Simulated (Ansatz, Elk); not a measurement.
# Bonding as seen by X-rays: Co2P2Ir

The structure of Co2P2Ir used here is made up (a known structure type with other elements) and was relaxed beforehand with PBE. The aim is the Fourier transform of its all-electron density, F(hkl), set beside the sum over free spherical atoms that refinements use.

Calculated with Elk 11.2.3 (patched build); DFT, PBE, all-electron APW+lo, Dirac cores, scalar-relativistic bands, static density, no spin.

The structure was built from a prototype and need not be the compound's stable phase.

**1. Set-up**

Symmetry: I4/mmm, No. 139, tetragonal system. The conventional cell has a = 3.726 Å, b = 3.726 Å, c = 8.742 Å, α = 90.00°, β = 90.00°, γ = 90.00°. Ir has 8 P at 2.83 Å and 8 Co at 2.87 Å nearest. Nearest to Co lie 4 P at 2.19 Å and 4 Co at 2.63 Å and 4 Ir at 2.87 Å. P has 1 P at 2.09 Å and 4 Co at 2.19 Å and 4 Ir at 2.83 Å nearest. Farther neighbours are not listed.

**2. Ground state and structure factors**

An all-electron density is needed, since X-rays see the cores too. Task 0 finds the density and task 195 Fourier-transforms it; tshift is off so that phases refer to the origin typed.

Contents of elk.in:

```
tasks
  0
  195

xctype
  20

spinpol
  .false.

rgkmax
  7.0

gmaxvr
  14.0

lmaxo
  7

lmaxapw
  8

swidth
  0.002

tshift
  .false.

ramdisk
  .false.

hmaxvr
  5.5

maxscl
  120

epspot
  1e-06

sppath
  './'

avec
  -3.52067782397 3.52067782397 8.25980907834
  3.52067782397 -3.52067782397 8.25980907834
  3.52067782397 3.52067782397 -8.25980907834

atoms
  3
  'Ir.in'
  1
  -0.0000000000 -0.0000000000 0.0000000000   0.000000 0.000000 0.000000
  'Co.in'
  2
  0.2500000000 0.7500000000 0.5000000000   0.000000 0.000000 0.000000
  0.7500000000 0.2500000000 0.5000000000   0.000000 0.000000 0.000000
  'P.in'
  2
  0.3806053628 0.3806053628 0.0000000000   0.000000 0.000000 0.000000
  0.6193946372 0.6193946372 0.0000000000   0.000000 0.000000 0.000000

ngridk
  8 8 8
```

Launch:

```console
$ OMP_NUM_THREADS=4 elk
```

Numbers of over 12 decimals in the logs are rounded to 6 here.

What it wrote:

```text
┌─────────────────────────┐
│ Elk code version 11.2.3 │
└─────────────────────────┘

All units are atomic (Hartree, Bohr, etc.)

┌─────────────────────────────────────────────────┐
│ Ground-state run starting from atomic densities │
└─────────────────────────────────────────────────┘

Lattice vectors :
  -3.520677824       3.520677824       8.259809078
   3.520677824      -3.520677824       8.259809078
   3.520677824       3.520677824      -8.259809078

Reciprocal lattice vectors :
 -0.5882081859E-17  0.8923260834      0.3803468850
  0.8923260834     -0.5882081859E-17  0.3803468850
  0.8923260834      0.8923260834      0.3886320143E-17

Unit cell volume      :    409.5270281
Brillouin zone volume :   0.6056992492

Muffin-tin inner radius fraction :   0.1000000000E-01

Nuclei treated as point charges

Species : 1 (Ir)
 parameters loaded from : Ir.in
 name : iridium
 nuclear charge    :   -77.00000000
 electronic charge :    77.00000000
 atomic mass :    350390.1562
 muffin-tin radius :    2.800000000
 number of radial points in muffin-tin :   1393
 inner part over the whole radius :   0.9964929683E-02
 number on inner part of muffin-tin    :   1000
 approximate nuclear radius :   0.1024342351E-03
 number of mesh points to nuclear radius :    522
 atomic positions (lattice), magnetic fields (Cartesian) :
  1 :   0.00000000  0.00000000  0.00000000    0.00000000  0.00000000  0.00000000

Species : 2 (Co)
 parameters loaded from : Co.in
 name : cobalt
 nuclear charge    :   -27.00000000
 electronic charge :    27.00000000
 atomic mass :    107428.6517
 muffin-tin radius :    2.128272248
 number of radial points in muffin-tin :    993
 inner part over the whole radius :   0.9882539608E-02
 number on inner part of muffin-tin    :    698
 approximate nuclear radius :   0.7243775530E-04
 number of mesh points to nuclear radius :    336
 atomic positions (lattice), magnetic fields (Cartesian) :
  1 :   0.25000000 -0.25000000  0.50000000    0.00000000  0.00000000  0.00000000
  2 :  -0.25000000  0.25000000  0.50000000    0.00000000  0.00000000  0.00000000

Species : 3 (P)
 parameters loaded from : P.in
 name : phosphorus
 nuclear charge    :   -15.00000000
 electronic charge :    15.00000000
 atomic mass :    56461.71230
 muffin-tin radius :    1.947353816
 number of radial points in muffin-tin :    793
 inner part over the whole radius :   0.9973087434E-02
 number on inner part of muffin-tin    :    552
 approximate nuclear radius :   0.6081821256E-04
 number of mesh points to nuclear radius :    250
 atomic positions (lattice), magnetic fields (Cartesian) :
  1 :   0.38060536  0.38060536  0.00000000    0.00000000  0.00000000  0.00000000
  2 :  -0.38060536 -0.38060536  0.00000000    0.00000000  0.00000000  0.00000000

Total number of atoms per unit cell :    5
Total muffin-tin volume :    234.5792028
 ratio of muffin-tin to unit cell volume :   0.5728051795

Spin treatment :
 spin-unpolarised

Number of Bravais lattice symmetries :   16
Number of crystal symmetries         :   16
Crystal has inversion symmetry
Real symmetric eigensolver will be used

k-point grid :      8     8     8
k-point offset :    0.000000000       0.000000000       0.000000000
k-point set is reduced with full crystal symmetry group
Total number of k-points :       59

Muffin-tin radius times maximum |G+k| :    7.000000000
 using average radius
Maximum |G+k| for APW functions       :    3.195981573
Maximum (1/2)|G+k|²                   :    5.107149106
Maximum |G| for potential and density :    14.00000000
Constant for pseudocharge density :   10
 order of it for each species :   17  17  17
 order of it for pair densities of each species (exact exchange by exxq0 0: 18) :   16   9   6
Radial integration step length :    1

G-vector grid sizes :     45    45    45
Number of G-vectors :    18997

Maximum angular momentum used for
 APW functions            :    8
 outer part of muffin-tin :    7
 inner part of muffin-tin :    2

Total nuclear charge    :   -161.0000000
[...]
Density of states at Fermi energy :    86.22322792
 (states/Hartree/unit cell)

Estimated indirect band gap :   0.4572505146E-03
 from k-point 26 to k-point 58
Estimated direct band gap   :   0.5145687484E-02
 at k-point 26

Charges :
 core                        :    92.00000000
 valence                     :    69.00000000
 interstitial                :    7.556019651
 muffin-tins (core leakage)
  species : 1 (Ir)
   atom 1                    :    74.86638725     (  0.2655013136E-03)
  species : 2 (Co)
[...]
species : 3 (P)
[...]
total in muffin-tins        :    153.4439803
 total calculated charge     :    160.9928588
 total charge                :    161.0000000
 error                       :   0.7141190823E-02

RMS change in Kohn-Sham potential (target) :   0.5534754491     (  0.1000000000E-05)
Absolute change in total energy (target)   :   0.8535138553     (  0.1000000000E-03)

[... loops 3 to 17 left out ...]

┌──────────────────┐
│ Loop number : 18 │
└──────────────────┘

Energies :
 Fermi                       :     0.417296
 sum of occupied eigenvalues :     -12932.133925200
 electron kinetic            :      23869.173887218
 core electron kinetic       :      22815.594977548
 Coulomb                     :     -44683.188674222
 Coulomb potential           :     -36128.951634071
 nuclear-nuclear             :     -2183.9938714605
 electron-nuclear            :     -48923.110078601
 Hartree                     :      6423.9152758399
 Madelung                    :     -26618.712857186
 xc potential                :     -672.35617834717
 exchange                    :     -506.72605416828
 correlation                 :     -8.547419
 electron entropic           :    -0.14092320474438E-02
 total energy                :     -21329.289668914

Density of states at Fermi energy :    107.8235151
 (states/Hartree/unit cell)

Estimated indirect band gap :   0.5611252572E-03
 from k-point 52 to k-point 49
Estimated direct band gap   :   0.3397556175E-02
 at k-point 27

Charges :
 core                        :    92.00000000
 valence                     :    69.00000000
 interstitial                :    7.533335437
 muffin-tins (core leakage)
  species : 1 (Ir)
[...]
species : 2 (Co)
[...]
species : 3 (P)
[...]
total in muffin-tins        :    153.4666646
 total calculated charge     :    160.9930504
 total charge                :    161.0000000
 error                       :   0.6949552551E-02

RMS change in Kohn-Sham potential (target) :   0.2115741252E-06 (  0.1000000000E-05)
Absolute change in total energy (target)   :   0.8154774696E-04 (  0.1000000000E-03)

Convergence targets achieved

┌──────────────────┐
│ Loop number : 19 │
└──────────────────┘

Energies :
 Fermi                       :     0.417296
 sum of occupied eigenvalues :     -12932.133912157
 electron kinetic            :      23869.173894508
 core electron kinetic       :      22815.594982606
 Coulomb                     :     -44683.188671245
 Coulomb potential           :     -36128.951639179
 nuclear-nuclear             :     -2183.9938714605
 electron-nuclear            :     -48923.110067407
 Hartree                     :      6423.9152676224
 Madelung                    :     -26618.712851656
 xc potential                :     -672.35616748646
 exchange                    :     -506.72605415387
 correlation                 :     -8.547419
 electron entropic           :    -0.14092316416296E-02
 total energy                :     -21329.289658640

Density of states at Fermi energy :    107.8234863
 (states/Hartree/unit cell)

Estimated indirect band gap :   0.5611217324E-03
 from k-point 52 to k-point 49
Estimated direct band gap   :   0.3397555184E-02
 at k-point 27

Charges :
 core                        :    92.00000000
 valence                     :    69.00000000
 interstitial                :    7.533335559
 muffin-tins (core leakage)
  species : 1 (Ir)
[...]
species : 2 (Co)
[...]
atom 2                    :    25.84145501     (  0.1962969818E-02)
  species : 3 (P)
   atom 1                    :    12.72809095     (  0.1373354133E-02)
   atom 2                    :    12.72809095     (  0.1373354133E-02)
 total in muffin-tins        :    153.4666644
 total calculated charge     :    160.9930504
 total charge                :    161.0000000
 error                       :   0.6949552641E-02

┌──────────────────────────────┐
│ Self-consistent loop stopped │
└──────────────────────────────┘

Warning : core states of species 1 leak from the muffin-tin :   0.2564339360E-03

Warning : core states of species 2 leak from the muffin-tin :   0.1962969818E-02

Warning : core states of species 3 leak from the muffin-tin :   0.1373354133E-02

Wrote STATE.OUT
```

The job ended after 58 s (4 threads of Arm Neoverse V1, shared host; peak memory 0.19 GiB; 3.2 min of CPU time).

SFACRHO.OUT:

```text

h k l indices transformed by vhmat matrix:
   1.000000000       0.000000000       0.000000000    
   0.000000000       1.000000000       0.000000000    
   0.000000000       0.000000000       1.000000000    

      h      k      l  multipl.   |H|            Re(F)            Im(F)           |F|

      0      0      0      1   0.0000000       161.00000      0.39763930E-16   161.00000    
     -1     -1      1      2  0.76069377       24.776404      0.56833292E-14   24.776404    
     -1      0      0      8  0.97000494       52.225921      -0.0000000       52.225921    
      1     -1      0      4   1.2619396       44.097169     -0.17652289E-16   44.097169    
      2      1     -1      8   1.4485233       76.321170      -0.0000000       76.321170    
     -1     -1      2      8   1.4734811       105.49751     -0.99458261E-14   105.49751    
     -2     -2      2      2   1.5213875       83.799296     -0.95906180E-14   83.799296    
     -1      1     -1      4   1.7846522       115.21389      0.49211372E-14   115.21389    
      0     -2      0      8   1.9400099       23.875852      -0.0000000       23.875852    
     -3     -1      2      8   1.9766415       5.6278443      0.16517175E-13   5.6278443    
      0     -1      2     16   2.0312294       44.820068     -0.28416646E-14   44.820068    
      3      2     -3      8   2.1006760       70.139875      -0.0000000       70.139875    
      3      3     -3      2   2.2820813       19.357837     -0.11366658E-13   19.357837    
     -2     -1      3     16   2.2985219       64.519840      0.71041615E-15   64.519840    
      1      3     -3      8   2.3451233       70.387438      0.11899471E-13   70.387438    
      0      0     -2      4   2.5238793       98.387053      0.76135251E-14   98.387053    
      3      3     -2      8   2.6077551       78.363179      0.71041615E-14   78.363179    
     -1     -1     -1      8   2.6360238       23.107606     -0.42624969E-14   23.107606
```

Elk indexes on the primitive cell of elk.in and gives |H| = 4π sin θ/λ in inverse bohr. Below, one row stands for each form hkl of the conventional cell (m members, Friedel mates merged), F is for one primitive cell and the density is static (no thermal factor). Free-atom factors are Waasmaier and Kirfel's, and R is Σm||F|−|F'||/Σm|F|.

| hkl | m | sin θ/λ (Å⁻¹) | abs F, DFT | neutral atoms | diff. |
| --- | --- | --- | --- | --- | --- |
| 002 | 2 | 0.114 | 24.776 | 25.185 | -0.409 |
| 101 | 8 | 0.146 | 52.226 | 52.240 | -0.014 |
| 110 | 4 | 0.190 | 44.097 | 44.213 | -0.116 |
| 103 | 8 | 0.218 | 76.321 | 76.309 | +0.012 |
| 112 | 8 | 0.222 | 105.498 | 105.602 | -0.104 |
| 004 | 2 | 0.229 | 83.799 | 83.919 | -0.120 |
| 200 | 4 | 0.268 | 115.214 | 115.612 | -0.398 |
| 202 | 8 | 0.292 | 23.876 | 23.618 | +0.258 |
| 114 | 8 | 0.297 | 5.628 | 5.267 | +0.361 |
| 211 | 16 | 0.305 | 44.820 | 44.910 | -0.090 |
| 105 | 8 | 0.316 | 70.140 | 70.455 | -0.315 |
| 006 | 2 | 0.343 | 19.358 | 18.756 | +0.602 |
| 213 | 16 | 0.346 | 64.520 | 64.835 | -0.315 |
| 204 | 8 | 0.353 | 70.387 | 70.502 | -0.115 |
| 220 | 4 | 0.380 | 98.387 | 98.534 | -0.147 |
| 116 | 8 | 0.392 | 78.363 | 78.372 | -0.009 |
| 222 | 8 | 0.396 | 23.108 | 22.982 | +0.126 |
| 301 | 8 | 0.407 | 39.870 | 39.927 | -0.057 |

**3. The highest occupied states alone**

An energy window below the Fermi level keeps the highest occupied states, to see at which angles they scatter; shallow core shells can lie inside it and anion s states outside. No new self-consistency is needed.

Edit elk.in of step 2 so:

```diff
@@ -1,3 +1,2 @@
 tasks
-  0
   195
@@ -40,2 +39,5 @@
 
+wsfac
+  0.049800 0.717300
+
 sppath
```

Launch:

```console
$ OMP_NUM_THREADS=4 elk
```

What it wrote:

```text
┌─────────────────────────────────┐
│ Elk code version 11.2.3 started │
└─────────────────────────────────┘

Info(readinput): the functional depends on the density's gradient
 muffin-tin radial points multiplied by    2.00000
 (not where nrmtscf is given)

┌────────────────────┐
│ Current task : 195 │
└────────────────────┘
Info(checkmt): changed muffin-tin radius of species 2 (Co) from   2.4000 to   2.1283
Info(checkmt): changed muffin-tin radius of species 3 (P) from   2.2000 to   1.9474

Info(sfacrho): density structure factors written to SFACRHO.OUT

 Energy window :   0.4980000000E-01  0.7173000000

┌──────────────────┐
│ Elk code stopped │
└──────────────────┘
```

Run time: 9.7 s. Hardware: 4 threads; peak memory 0.16 GiB.

States within 10 eV below the Fermi level hold 33.00 electrons; any levels below the window count with the cores. Their amplitudes can exceed the total, where window and core parts have opposite phase:

| hkl | sin θ/λ (Å⁻¹) | abs F, window | abs F, all |
| --- | --- | --- | --- |
| 002 | 0.114 | 7.747 | 24.776 |
| 101 | 0.146 | 2.652 | 52.226 |
| 110 | 0.190 | 5.926 | 44.097 |
| 103 | 0.218 | 2.765 | 76.321 |
| 112 | 0.222 | 11.018 | 105.498 |
| 004 | 0.229 | 9.687 | 83.799 |
| 200 | 0.268 | 8.358 | 115.214 |
| 202 | 0.292 | 5.599 | 23.876 |
| 114 | 0.297 | 5.487 | 5.628 |
| 211 | 0.305 | 0.629 | 44.820 |

**4. Another functional**

The difference from free atoms is small, so it is set against the change that LDA (Perdew-Wang) makes.

Edit elk.in of step 3 so:

```diff
@@ -1,2 +1,3 @@
 tasks
+  0
   195
@@ -4,3 +5,3 @@
 xctype
-  20
+  3
 
@@ -39,5 +40,2 @@
 
-wsfac
-  0.049800 0.717300
-
 sppath
```

Launch:

```console
$ OMP_NUM_THREADS=4 elk
```

What it wrote:

```text
┌─────────────────────────┐
│ Elk code version 11.2.3 │
└─────────────────────────┘

All units are atomic (Hartree, Bohr, etc.)

┌─────────────────────────────────────────────────┐
│ Ground-state run starting from atomic densities │
└─────────────────────────────────────────────────┘

Lattice vectors :
  -3.520677824       3.520677824       8.259809078
   3.520677824      -3.520677824       8.259809078
   3.520677824       3.520677824      -8.259809078

Reciprocal lattice vectors :
 -0.5882081859E-17  0.8923260834      0.3803468850
[...]
atom 2                    :    12.73040860     (  0.1397889030E-02)
 total in muffin-tins        :    153.5217335
 total calculated charge     :    160.9928082
 total charge                :    161.0000000
 error                       :   0.7191793862E-02

┌──────────────────────────────┐
│ Self-consistent loop stopped │
└──────────────────────────────┘

Warning : core states of species 1 leak from the muffin-tin :   0.2506087749E-03

Warning : core states of species 2 leak from the muffin-tin :   0.2057440097E-02

Warning : core states of species 3 leak from the muffin-tin :   0.1397889030E-02

Wrote STATE.OUT
[key lines of the parts left out:]
total energy                :     -21312.428038501
```

It took 34 s on 4 threads; peak memory 0.16 GiB.

Against the first run R = 0.04 %; the largest change is -0.047 at 008.

**5. A coarser k-mesh**

About half the k-points along each axis test the sampling.

Edit elk.in of step 4 so:

```diff
@@ -5,3 +5,3 @@
 xctype
-  3
+  20
 
@@ -63,2 +63,2 @@
 ngridk
-  8 8 8
+  4 4 4
```

Launch:

```console
$ OMP_NUM_THREADS=4 elk
```

What it wrote:

```text
┌─────────────────────────┐
│ Elk code version 11.2.3 │
└─────────────────────────┘

All units are atomic (Hartree, Bohr, etc.)

┌─────────────────────────────────────────────────┐
│ Ground-state run starting from atomic densities │
└─────────────────────────────────────────────────┘

Lattice vectors :
  -3.520677824       3.520677824       8.259809078
   3.520677824      -3.520677824       8.259809078
   3.520677824       3.520677824      -8.259809078

Reciprocal lattice vectors :
 -0.5882081859E-17  0.8923260834      0.3803468850
[...]
atom 2                    :    12.72882553     (  0.1373639886E-02)
 total in muffin-tins        :    153.4694817
 total calculated charge     :    160.9931107
 total charge                :    161.0000000
 error                       :   0.6889283911E-02

┌──────────────────────────────┐
│ Self-consistent loop stopped │
└──────────────────────────────┘

Warning : core states of species 1 leak from the muffin-tin :   0.2564182536E-03

Warning : core states of species 2 leak from the muffin-tin :   0.1963800910E-02

Warning : core states of species 3 leak from the muffin-tin :   0.1373639886E-02

Wrote STATE.OUT
[key lines of the parts left out:]
total energy                :     -21329.289721295
```

Elapsed: 25 s, on 4 threads; peak memory 0.19 GiB; 61 s of CPU time.

Against the first run R = 0.01 %; the largest change is -0.018 at 0 0 10.

**6. Settings against the effect**

| run | R against the first run (%) | R against neutral atoms, low angle (%) | wall time |
| --- | --- | --- | --- |
| PBE, rgkmax 7 | 0.00 | 0.31 | 58 s |
| LDA (Perdew-Wang) | 0.04 | 0.31 | 34 s |
| k-mesh 4×4×4 | 0.01 | 0.31 | 25 s |

**7. Outcome**

| Quantity | Value |
| --- | --- |
| R against neutral atoms, sin θ/λ < 0.3 Å⁻¹ | 0.31 % |
| R against neutral atoms, 0.3 to 0.83 Å⁻¹ | 0.18 % |

What this shows: Independent neutral atoms miss the calculated amplitudes by R = 0.31 % below 0.3 Å⁻¹ and 0.18 % from there to 0.83 Å⁻¹; by shells, 0.20 % below 0.15 Å⁻¹ (2 forms), 0.33 % 0.15 to 0.3 (7 forms), 0.20 % 0.3 to 0.45 (16 forms), 0.18 % above 0.45 (85 forms). Bonding, aspherical density and the tables' own atoms all enter these figures, and the runs don't part them. The largest change of an amplitude is +0.60 electrons, at 006. The window's part falls from 33.0 electrons at the origin to at most 3.01 between 0.45 and 0.83 Å⁻¹, where compact states inside the window still scatter. Below 0.3 Å⁻¹ the changes that finished (LDA (Perdew-Wang) and k-mesh 4×4×4) move F by R = 0.01 % at most, against the 0.31 % that separates it from free atoms. The basis has no finished test. These runs have no spin, though d or f shells may be open. Spin-orbit coupling is left out, which can matter for elements this heavy. Part of the difference isn't bonding: the tables are fits to free atoms and ions calculated by other methods than this functional. Thermal motion, anomalous dispersion and extinction are left out.

[Logs are printed without paths, hosts, clocks, repeated set-up lines and the standing remarks that a program may print on its own settings, such as how far it seeks lower states.]

[Hosts, paths, dates, database ids (printed as entryN), source tags and the programs' standing remarks are cut or masked in the printed files.]
